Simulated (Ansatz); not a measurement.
# KBr (Fm-3m): a volume series of phonon spectra, part 3 of 5

Aim: how the vibrations of KBr shift with volume, and the expansion that follows.

Experimental results on record:
- volume expansion coefficient 116.1 1e-6/K and heat capacity C_P per formula unit 52.3 J/mol/K near room temperature (given in “High-Throughput Prediction of Finite-Temperature Properties using the Quasi-Harmonic Approximation”, 2016, arXiv:1603.06924)
- volume expansion coefficient 117.6 1e-6/K near room temperature (given in “Descriptors for thermal expansion in solids”, 2017, arXiv:1701.03966)

Ansatz 0.2.0; DFT LDA, scalar-relativistic, plane waves, PAW.

So far. Step 2 (A first coarse run): The start is under -1.6 GPa at this level and looks like an insulator or semiconductor on this mesh. Step 5 (Tight relaxation): The residual pressure is 1.8e-4 GPa, small enough for phonons.

## Step 6: Phonons, V/V0 1

The same q-mesh and k-mesh are kept at every volume, so that much of their error can cancel in the differences.

File input.yaml:

```yaml
crystal:
  lattice:
    - [0.0, 3.1857844912, 3.1857844912]
    - [3.1857844912, 0.0, 3.1857844912]
    - [3.1857844912, 3.1857844912, 0.0]
  atoms:
    - { symbol: K, position: [0.0, 0.0, 0.0] }
    - { symbol: Br, position: [0.5, 0.5, 0.5] }
kpoints:
  mp_grid: { grid: [8, 8, 8] }
hamiltonian:
  xc: lda
scf:
  occupations: { method: fixed }
output:
  eigenvalues: true
phonons:
  method: dfpt
  dielectric: true
  rigid_motions: translations
  qmesh: [4, 4, 4]
  temperatures: { t_max: 1000, t_step: 50 }
  qpath:
    path:
      - [[0.0, 0.0, 0.0], [0.5, 0.0, 0.5], [0.625, 0.25, 0.625]]
      - [[0.375, 0.375, 0.75], [0.0, 0.0, 0.0], [0.5, 0.5, 0.5], [0.5, 0.25, 0.75], [0.5, 0.0, 0.5]]
    npoints: 10
```

The run is started by

```
ansatz run input.yaml --threads 4 --pin off --max-ram 8192MiB --backend cpu --events-out ev --progress --plain --runs-dir out
```

Numbers of over 12 decimals in the logs are rounded to 6 here.

The program printed:

```text
[...]
Crystal: 2 atoms, lattice volume = 64.666 Å³
Basis set: ecut = 420 eV, 1243 PW (Γ), exchange–correlation on 64×64×64 points (8 copies of the dense FFT grid, shifted against one another)
Bands: 12, of which v1, the nominal top of the filled ones, is band 8 counted from 1 (7 counted from 0)
Symmetry: 48 space group operations
k-points: 59 of 512 (irreducible under 8 space group operations, time reversal used)
[...]
SCF iter   1: F=—  HF=-4193.641237 eV  |F-HF|=—  |Δ(HF+E_count)|=         —  Δρ=4.99e-3  dr2=9.69e-3  ethr=1.77e-3  ⟨swp⟩=5.4  Hψ=3931  notcnv=0  defer=107
[...]
SCF iter   8: F=-4193.637959 eV  HF=-4193.637959 eV  |F-HF|=8.09e-11  |Δ(HF+E_count)|=   1.20e-9  Δρ=3.79e-7  dr2=9.55e-11  ethr=1.00e-12  ⟨swp⟩=7.5  Hψ=5186  notcnv=0
SCF 1 converged in 8 iterations: F = -4193.637959 eV  dr2 = 9.55e-11
[...]
DFPT response loops at Γ: preconditioner auto → none (the input reference at scf.mixing.eps_inf says where Resta's filter doesn't serve); β = 0.50; Broyden in place of MSR1
NSCF: frozen V_eff on 29 k-points
[...]
DFPT response loops at q = (0, 0, -0.5) (fractional): preconditioner auto → Resta (q_TF=auto, 2.162 Å⁻¹)  ε∞=3.7 (no band partly filled); β = 1.00, the filter's whole step (`scf.mixing.beta` (0.50) is not read by the response loops at its default; to damp them type it under 1.00, their step now; it binds the ground state too); Broyden in place of MSR1
[...]
SCF converged after 8 iterations
Free energy (F): -4193.637959 eV
[...]
Internal energy: -4193.637959 eV  (E = F + TS)
E sigma→0 (E₀):  -4193.637959 eV
Fermi energy:    1.555380 eV
[...]
--- Band table (eV; the first three rows and the last of 59) ---
  k-point 0: bands = [... 4 lower, -9.3906, 1.5554, 1.5554, 1.5554, 5.8765, 8.9073, 8.9073, 8.9073]
  k-point 1: bands = [... 4 lower, -9.3446, 1.2640, 1.4827, 1.4827, 6.3315, 8.8029, 9.1143, 9.1143]
  k-point 2: bands = [... 4 lower, -9.2390, 0.6992, 1.3170, 1.3170, 7.2464, 8.8658, 9.6919, 9.6919]
  k-point 58: bands = [... 4 lower, -9.2807, 0.8490, 0.8490, 0.8637, 8.7525, 8.7525, 9.9289, 10.7144]
--- Phonons (Γ-DFPT): 2 representative perturbations + reference, on 59 of 512 k-points (Σ response iterations 6) ---
  k mesh reduced under 8 symmetry operations, with k and −k counted as one. Each operation leaves every solved perturbation unchanged. A smaller set is not considered because the run solves the response to a homogeneous field
  ASR residual: 2.984e-4 → 0.000e0 eV/Å²; symmetrization residual: 4.588e-6 eV/Å²
  ASR residual per site (eV/Å²): 1.59e-4 2.98e-4
  Γ frequencies (cm⁻¹): 0.00 0.00 0.00 129.94 129.94 129.94
  ε∞ (high-frequency dielectric tensor):
        2.758920    -0.000000    -0.000000
        0.000000     2.758920    -0.000000
        0.000000     0.000000     2.758920
  ε⁰ (static dielectric tensor: ions relaxed, cell fixed):
        4.841984    -0.000000    -0.000000
        0.000000     4.841984    -0.000000
       -0.000000     0.000000     4.841984
  ε⁰ − ε∞ (ionic part):
        2.083064     0.000000    -0.000000
        0.000000     2.083064     0.000000
       -0.000000     0.000000     2.083064
  softest optical mode at Γ: 129.94 cm⁻¹; the repairs (sum rule, projections) moved no ω² at Γ by more than (1.14 cm⁻¹)²
  Born effective charges Z* (e; rows j = field, columns β = displacement):
    site 0:
         1.10158    0.00000   -0.00000
         0.00000    1.10158    0.00000
         0.00000   -0.00000    1.10158
    site 1:
        -1.10158   -0.00000    0.00000
         0.00000   -1.10158   -0.00000
         0.00000    0.00000   -1.10158
  Z* charge neutrality: 3.534e-5 e pre-enforcement
  k-mesh period / interband length: 36.0 Å / 1.51 Å = 23.80 at k = (0.0000, 0.0000, 0.0000), direct gap 4.321 eV — 14 or more, which is no proof of convergence
  optical modes at Γ without the LO–TO term, one row a degenerate level:
      ω (cm⁻¹)  modes    IR ((D/Å)²/amu)
        129.94      3             3.1992
  optical modes at Γ + LO–TO along q̂ = [1.0000, 0.0000, 0.0000]:
      ω (cm⁻¹)  modes    IR ((D/Å)²/amu)
        129.94      2             2.1328
        172.14      1             1.0664
  optical modes at Γ + LO–TO along q̂ = [0.0000, 1.0000, 0.0000]:
      ω (cm⁻¹)  modes    IR ((D/Å)²/amu)
        129.94      2             2.1328
        172.14      1             1.0664
  optical modes at Γ + LO–TO along q̂ = [0.0000, 0.0000, 1.0000]:
      ω (cm⁻¹)  modes    IR ((D/Å)²/amu)
        129.94      2             2.1328
        172.14      1             1.0664
--- Phonons (arbitrary-q DFPT): 8 irreducible q on the 4×4×4 mesh ---
  q = [0.0000, 0.0000, 0.0000] (star 1, of the zone-centre solve; hermiticity 5.63e-6, symmetrization 1.95e-14): -0.00 0.00 0.00 129.94 129.94 129.94
  q = [0.0000, 0.0000, 0.2500] (star 8, 2 solved perturbations on 288 of 512 k-point pairs; hermiticity 3.62e-6, symmetrization 3.92e-13): 50.28 50.28 63.67 123.09 123.09 165.50
[...]
q = [0.0000, 0.2500, 0.2500] (star 6, 4 solved perturbations in 528 linear systems a pass and spin channel, the states on 164 of 512 k-point pairs; hermiticity 2.74e-6, symmetrization 1.30e-13): 29.05 29.05 88.43 132.35 132.35 141.37
[...]
sum rule: each row above includes the acoustic sum rule's correction from the zone centre's row sums; it moved no ω² by more than (1.05 cm⁻¹)²
  mesh force constants: q→R imaginary residual 5.45e-18; ASR residual 2.984e-4 → 0.000e0 eV/Å²; symmetrization residual 2.220e-15 eV/Å²
  interpolated dispersion: 63 rows × 6 modes
  density of states and harmonic sums: on the 20×20×20 q-mesh, interpolated from the force constants of a 4×4×4 supercell (with the dipole–dipole term)
  largest difference from the sums on the solved wave vectors: F 1.43e-2 eV, S 1.83e-5 and C_V 4.00e-6 eV/K
  zero-point energy: 0.036768 eV/cell   skipped modes (ω ≤ 0): 3   left out of the sums: 6.25e-5 of the cell's modes: C_V's classical limit lies that fraction below 3 k_B per atom; for a crystal, a wire or a layer, F and S can be off by more, and a phonons.interpolated_qmesh denser along its periods is the remedy for the sampling
```

Wall time 81 s (4 threads of Intel Xeon Platinum 8375C at 2.90GHz (Ice Lake), shared host); peak memory 1.2 GiB.

Numbers from this step:

```
Γ frequencies                            : 0, 0, 0, 129.9, 129.9, 129.9 cm⁻¹ (negative: imaginary)
lowest frequency on the path             : 0 cm⁻¹
zero-point energy                        : 0.03677 eV/cell
point group                              : m-3m
highest frequency                        : 172.1 cm⁻¹
Debye temperature from the second moment : 196 K
```

LO-TO term included. Phonon branches along the path, in cm⁻¹:

| point | branch 1 | branch 2 | branch 3 | branch 4 | branch 5 | branch 6 |
| --- | --- | --- | --- | --- | --- | --- |
| Γ | 0 | 0 | 0 | 130 | 130 | 172 |
| halfway | 29 | 29 | 88 | 132 | 132 | 141 |
| X | 40 | 40 | 70 | 135 | 135 | 142 |
| halfway | 46 | 51 | 68 | 132 | 135 | 141 |
| U | 59 | 64 | 73 | 126 | 136 | 140 |
| jump to K | 59 | 64 | 73 | 126 | 136 | 140 |
| halfway | 36 | 68 | 79 | 114 | 134 | 155 |
| Γ | 0 | 0 | 0 | 130 | 130 | 172 |
| halfway | 50 | 50 | 64 | 123 | 123 | 166 |
| L | 79 | 79 | 97 | 110 | 110 | 155 |
| halfway | 69 | 70 | 88 | 117 | 128 | 145 |
| W | 58 | 58 | 84 | 121 | 138 | 138 |
| halfway | 46 | 62 | 67 | 130 | 136 | 140 |
| X | 40 | 40 | 70 | 135 | 135 | 142 |

The phonon branches as a text plot (rows in cm⁻¹):

```
    169 |***                      ***********
    161 |   *                    *           **
    154 |    **                 *              *****
    147 |                      *                    ***
    140 |      *  *************                        **********
    133 |******************* ************              **    ****
    125 |                **       ***    ****        **    ***
    118 |                  **    *           **    ********
    111 |                    ****              ******
    104 |
     97 |       *                               ****
     90 |      * *          ****               *    ****
     82 |         **       * **               *  *      ****
     75 |    **     *     * *  **            * ** ****      *
     68 |            ***** *    **            *       **     ****
     61 |   *           * **                **          *****
     54 |              ***  *    ***       **              ** *
     47 |              *     **   **                         ***
     39 |  *      *****        **         **                   **
     32 |      ***               *  *     *
     25 |    **                   **     *
     18 | * *                       **   *
     11 |  *                         *  *
      4 |**                           **
         Γ           X  U|K            Γ         L        W     X
```

Tetrahedra on 20 20 20, mean over bins of 2 cm⁻¹. Table of phonon density of states by wavenumber; read off at these points:

| wavenumber (cm⁻¹) | phonon density of states (1/cm⁻¹/cell) |
| --- | --- |
| 1.0 | 1.0e-5 |
| 7.0 | 2.1e-4 |
| 13.0 | 0.00135 |
| 19.0 | 0.00373 |
| 25.0 | 0.00709 |
| 31.0 | 0.0126 |
| 37.0 | 0.0216 |
| 43.0 | 0.0360 |
| 49.0 | 0.0406 |
| 55.0 | 0.0459 |
| 61.0 | 0.0518 |
| 67.0 | 0.0546 |
| 73.0 | 0.0618 |
| 77.0 | 0.0734 |
| 79.0 | 0.0595 |
| 85.0 | 0.0546 |
| 89.0 | 0.0745 |
| 95.0 | 0.00374 |
| 101.0 | 0 |
| 107.0 | 0 |
| 113.0 | 0.0447 |
| 119.0 | 0.0670 |
| 125.0 | 0.0712 |
| 131.0 | 0.112 |
| 133.0 | 0.115 |
| 137.0 | 0.0358 |
| 139.0 | 0.101 |
| 143.0 | 0.0438 |
| 149.0 | 0.0307 |
| 155.0 | 0.0232 |
| 161.0 | 0.0121 |
| 167.0 | 0.00678 |
| 173.0 | 0 |

Harmonic. Thermo, by row:

| T (K) | F_vib (meV/atom) | S (J/mol-atom/K) | C_V (J/mol-atom/K) |
| --- | --- | --- | --- |
| 0 | 18.38 | 0 | 0 |
| 50 | 16.9 | 8.419 | 13.54 |
| 100 | 9.24 | 20.59 | 20.82 |
| 150 | -3.86 | 29.51 | 22.95 |
| 200 | -20.97 | 36.24 | 23.79 |
| 250 | -41.18 | 41.6 | 24.19 |
| 300 | -63.92 | 46.03 | 24.42 |
| 350 | -88.78 | 49.81 | 24.55 |
| 400 | -115.5 | 53.09 | 24.64 |
| 450 | -143.7 | 56 | 24.71 |
| 500 | -173.4 | 58.6 | 24.75 |
| 550 | -204.4 | 60.96 | 24.78 |
| 600 | -236.6 | 63.12 | 24.81 |
| 650 | -269.8 | 65.11 | 24.83 |
| 700 | -304.1 | 66.95 | 24.84 |
| 750 | -339.2 | 68.66 | 24.86 |
| 800 | -375.2 | 70.27 | 24.87 |
| 850 | -412 | 71.78 | 24.88 |
| 900 | -449.6 | 73.2 | 24.88 |
| 950 | -487.9 | 74.54 | 24.89 |
| 1000 | -526.8 | 75.82 | 24.89 |

The modes has structure finer than the step of the table below, so its rows give means over 10 cm⁻¹, whole bins alone (the curve runs from -10 to 187 cm⁻¹). Peaks (cm⁻¹: height): Br 76.6: 0.0615, 86.5: 0.0540, 132.3: 0.0283; K 65.5: 0.0124, 132.3: 0.0783.

Phonopy on the run's constants, 15x15x15 mesh, Gaussian sigma 2.0 cm⁻¹. Table of modes by wavenumber; means over each step; values in 1/cm⁻¹/cell:

| wavenumber (cm⁻¹) | Br | K |
| --- | --- | --- |
| 0 | 6.3e-5 | 3.1e-5 |
| 10 | 6.8e-4 | 3.3e-4 |
| 20 | 0.00306 | 0.00142 |
| 30 | 0.00860 | 0.00379 |
| 40 | 0.0210 | 0.00859 |
| 50 | 0.0302 | 0.0111 |
| 60 | 0.0385 | 0.0117 |
| 70 | 0.0497 | 0.0103 |
| 80 | 0.0490 | 0.00545 |
| 90 | 0.0414 | 0.00343 |
| 100 | 0.00145 | 9.4e-5 |
| 110 | 0.00188 | 0.0192 |
| 120 | 0.0118 | 0.0549 |
| 130 | 0.0236 | 0.0689 |
| 140 | 0.0123 | 0.0593 |
| 150 | 0.00292 | 0.0270 |
| 160 | 0.00267 | 0.0116 |
| 170 | 0.00113 | 0.00284 |
| 180 | 7.1e-6 | 1.4e-5 |

Born charge (rows field, columns displacement) (e), principal values of the symmetric part by kind of site:

| atom | atoms with these values | low | middle | high | mean |
| --- | --- | --- | --- | --- | --- |
| K1 | 1 | 1.10 | 1.10 | 1.10 | 1.10 |
| Br2 | 1 | -1.10 | -1.10 | -1.10 | -1.10 |

In full for K1:

```
1.10 0.00 0.00
0.00 1.10 0.00
0.00 0.00 1.10
```

ε∞:

```
2.76 0.00 0.00
0.00 2.76 0.00
0.00 0.00 2.76
```

No LO-TO term. Modes at Γ, with each element's share of the kinetic energy:

| mode | frequency (cm⁻¹) | symmetry | K % | Br % |
| --- | --- | --- | --- | --- |
| 1 | 0.0 | T1u | 33 | 67 |
| 2 | 0.0 | T1u | 33 | 67 |
| 3 | 0.0 | T1u | 33 | 67 |
| 4 | 129.9 | T1u | 67 | 33 |
| 5 | 129.9 | T1u | 67 | 33 |
| 6 | 129.9 | T1u | 67 | 33 |

Displacements in mode 6 (129.9 cm⁻¹), the largest set to 1:
```
K1   0.00  1.00  0.08
Br2  0.00 -0.49 -0.04
```

No mode is imaginary beyond numerical noise at the solved wavevectors.

## Step 7: A cell at another volume, V/V0 1.015

Symmetry fixes every atom, so a single point at the scaled cell gives the energy and pressure of this member.

The cell differs from the one that the last finished run ended in (a 4.505 → 4.528 Å, b 4.505 → 4.528 Å, c 4.505 → 4.528 Å).

input.yaml, the sections that differ from step 6:

```yaml
crystal:
  lattice:
    - [0.0, 3.2016344262, 3.2016344262]
    - [3.2016344262, 0.0, 3.2016344262]
    - [3.2016344262, 3.2016344262, 0.0]
  atoms:
    - { symbol: K, position: [0.0, 0.0, 0.0] }
    - { symbol: Br, position: [0.5, 0.5, 0.5] }
output:
  forces: true
  stress: true
  eigenvalues: true
  write_density: true
  write_potential: true
  elf: true
  volumetric_format: npy
# kpoints, hamiltonian, scf: as in step 6
# phonons: removed
```

The program printed:

```text
[...]
Crystal: 2 atoms, lattice volume = 65.636 Å³
Basis set: ecut = 420 eV, 1243 PW (Γ)
Bands: 12, of which v1, the nominal top of the filled ones, is band 8 counted from 1 (7 counted from 0)
Symmetry: 48 space group operations
[...]
k-points: 29 of 512
[...]
SCF iter   1: F=—  HF=-4193.640334 eV  |F-HF|=—  |Δ(HF+E_count)|=         —  Δρ=4.94e-3  dr2=9.65e-3  ethr=1.77e-3  ⟨swp⟩=5.3  Hψ=1920  notcnv=0  defer=53
[...]
SCF iter   6: F=-4193.637065 eV  HF=-4193.637065 eV  |F-HF|=4.39e-9  |Δ(HF+E_count)|=   3.58e-9  Δρ=2.80e-6  dr2=5.59e-9  ethr=2.66e-10  ⟨swp⟩=9.4  Hψ=2999  notcnv=0
SCF 1 converged in 6 iterations: F = -4193.637065 eV  dr2 = 5.59e-9
[...]
SCF converged after 6 iterations
Free energy (F): -4193.637065 eV
[...]
Internal energy: -4193.637065 eV  (E = F + TS)
E sigma→0 (E₀):  -4193.637065 eV
Fermi energy:    1.440503 eV
[...]
--- Stress (GPa, compression-positive) ---
       -0.290452       0.000000      -0.000000
       -0.000000      -0.290452       0.000000
        0.000000      -0.000000      -0.290452
  P = ⅓ Tr σ = -0.2905 GPa (-2.905 kbar)
--- Band table (eV; the first three rows and the last of 29) ---
  k-point 0: bands = [... 4 lower, -9.5296, 1.4405, 1.4405, 1.4405, 5.7178, 8.7957, 8.7957, 8.7957]
  k-point 1: bands = [... 4 lower, -9.4854, 1.1563, 1.3705, 1.3705, 6.1662, 8.6894, 8.9997, 8.9997]
  k-point 2: bands = [... 4 lower, -9.3840, 0.6046, 1.2108, 1.2108, 7.0784, 8.7360, 9.5689, 9.5689]
  k-point 28: bands = [... 4 lower, -9.4243, 0.7467, 0.7467, 0.7678, 8.6256, 8.6256, 9.7569, 10.5374]
```

Wall time 0.53 s (4 threads); peak memory 0.38 GiB; 1.5 s of CPU time.

This step gave:

* pressure: -0.2905 GPa
* gap on the k-mesh: 4.277 eV
* volume per atom: 32.82 Å³

Electrostatic potential energy in the ac plane of the conventional cell at fractional y = 0.000, with atoms of K and Br within 0.2 Å of it. With pseudopotentials it is smooth inside the atoms' cores, unlike the true potential.

Ten even steps from '0' (-67 eV) to '9' (7 eV), each cell a mean:
```
247999830016999853
568999973258999975
889999998899999998
999999999999999999
999999999999999999
999999999999999999
579999987679999986
027999864357999951
005999852236999820
016999853247999830
258999975568999973
899999998889999998
999999999999999999
999999999999999999
999999999999999999
679999986579999987
357999951027999864
236999820005999852
```
Columns run along a (6.4 Å; values clipped at the 3rd and 97th percentile), rows up along c (6.4 Å), edges of the conventional cell, whose origin can differ from the input's. Atoms in or near the plane, at fractional coordinates: K at (0.00, 0.00), K at (0.50, 0.50), Br at (0.50, 0.00), Br at (0.00, 0.50).

ELF in the ac plane of the conventional cell at fractional y = 0.000, with atoms of K and Br within 0.2 Å of it. It is the smooth field of the valence electrons, not physical close to the nuclei.

Ten even steps from '0' (0.02) to '9' (0.86), each cell a mean:
```
898316982159831699
997116998799830489
752004899998620146
100001466665300001
332100011110000233
887410013320003688
999720278984005899
479830599998216995
049831798799316971
159831699898316982
799830489997116998
998620146752004899
665300001100001466
110000233332100011
320003688887410013
984005899999720278
998216995479830599
799316971049831798
```
Columns run along a (6.4 Å), rows up along c (6.4 Å), edges of the conventional cell, whose origin can differ from the input's. Atoms in or near the plane, at fractional coordinates: K at (0.00, 0.00), K at (0.50, 0.50), Br at (0.50, 0.00), Br at (0.00, 0.50).

Valence density in the ac plane of the conventional cell at fractional y = 0.000, with atoms of K and Br within 0.2 Å of it. It is the smooth field of the valence electrons, not physical close to the nuclei.

Values in e/Å³, 10 rows by 16 columns, each cell a mean:
```
3.3 2.0 0.5 0.1 0.1 0.4 0.9 0.9 0.8 1.0 0.6 0.2 0.1 0.2 1.2 2.9
0.5 0.3 0.1 0.0 0.0 0.1 0.3 0.5 0.6 0.4 0.2 0.1 0.0 0.1 0.2 0.4
0.2 0.1 0.1 0.0 0.0 0.0 0.1 0.1 0.1 0.1 0.0 0.0 0.0 0.0 0.1 0.1
0.8 0.6 0.3 0.1 0.0 0.1 0.3 0.8 1.0 0.5 0.1 0.0 0.1 0.2 0.5 0.7
0.6 1.1 0.7 0.2 0.1 0.3 1.6 3.5 3.9 2.5 0.6 0.1 0.1 0.4 1.0 0.8
0.8 1.0 0.6 0.2 0.1 0.2 1.2 2.9 3.3 2.0 0.5 0.1 0.1 0.4 0.9 0.9
0.6 0.4 0.2 0.1 0.0 0.1 0.2 0.4 0.5 0.3 0.1 0.0 0.0 0.1 0.3 0.5
0.1 0.1 0.0 0.0 0.0 0.0 0.1 0.1 0.2 0.1 0.1 0.0 0.0 0.0 0.1 0.1
1.0 0.5 0.1 0.0 0.1 0.2 0.5 0.7 0.8 0.6 0.3 0.1 0.0 0.1 0.3 0.8
3.9 2.5 0.6 0.1 0.1 0.4 1.0 0.8 0.6 1.1 0.7 0.2 0.1 0.3 1.6 3.5
```
Columns run along a (6.4 Å), rows up along c (6.4 Å), edges of the conventional cell, whose origin can differ from the input's. Atoms in or near the plane, at fractional coordinates: K at (0.00, 0.00), K at (0.50, 0.50), Br at (0.50, 0.00), Br at (0.00, 0.50).

At this level the gap is 4.28 eV on the k-mesh of the self-consistent run, which can miss the band edges.

## Step 8: Phonons, V/V0 1.015

Phonons at this volume give one point of F(V, T); meshes stay fixed along the series.

input.yaml, the sections that differ from step 7:

```yaml
output:
  eigenvalues: true
phonons:
  method: dfpt
  dielectric: true
  rigid_motions: translations
  qmesh: [4, 4, 4]
  temperatures: { t_max: 1000, t_step: 50 }
  qpath:
    path:
      - [[0.0, 0.0, 0.0], [0.5, 0.0, 0.5], [0.625, 0.25, 0.625]]
      - [[0.375, 0.375, 0.75], [0.0, 0.0, 0.0], [0.5, 0.5, 0.5], [0.5, 0.25, 0.75], [0.5, 0.0, 0.5]]
    npoints: 10
# crystal, kpoints, hamiltonian, scf: as in step 7
```

The program printed:

```text
[...]
Crystal: 2 atoms, lattice volume = 65.636 Å³
Basis set: ecut = 420 eV, 1243 PW (Γ), exchange–correlation on 64×64×64 points (8 copies of the dense FFT grid, shifted against one another)
Bands: 12, of which v1, the nominal top of the filled ones, is band 8 counted from 1 (7 counted from 0)
Symmetry: 48 space group operations
k-points: 59 of 512 (irreducible under 8 space group operations, time reversal used)
[...]
optical modes at Γ + LO–TO along q̂ = [0.0000, 1.0000, 0.0000]:
      ω (cm⁻¹)  modes    IR ((D/Å)²/amu)
        125.55      2             2.1462
        168.80      1             1.0731
  optical modes at Γ + LO–TO along q̂ = [0.0000, 0.0000, 1.0000]:
      ω (cm⁻¹)  modes    IR ((D/Å)²/amu)
        125.55      2             2.1462
        168.80      1             1.0731
--- Phonons (arbitrary-q DFPT): 8 irreducible q on the 4×4×4 mesh ---
[...]
interpolated dispersion: 63 rows × 6 modes
[...]
[key lines of the parts left out:]
SCF converged after 8 iterations
Free energy (F): -4193.637065 eV
Fermi energy:    1.440437 eV
```

Wall time 96 s (4 threads); peak memory 1.1 GiB; 4.8 min of CPU time.

No mode is imaginary beyond numerical noise at the solved wavevectors. The highest zone-centre mode (no LO–TO term) moved by -3.4 % for a volume change of +1.5 %.

(Part 3 of 5 ends here.)

[Logs are printed without paths, hosts, clocks, repeated set-up lines and the standing remarks that a program may print on its own settings, such as how far it seeks lower states.]

[Hosts, paths, dates, database ids (printed as entryN), source tags and the programs' standing remarks are cut or masked in the printed files.]

[A step with changed settings may run another functional than the one named; its input shows which.]

[Of the runs on displaced cells, only some may be shown.]
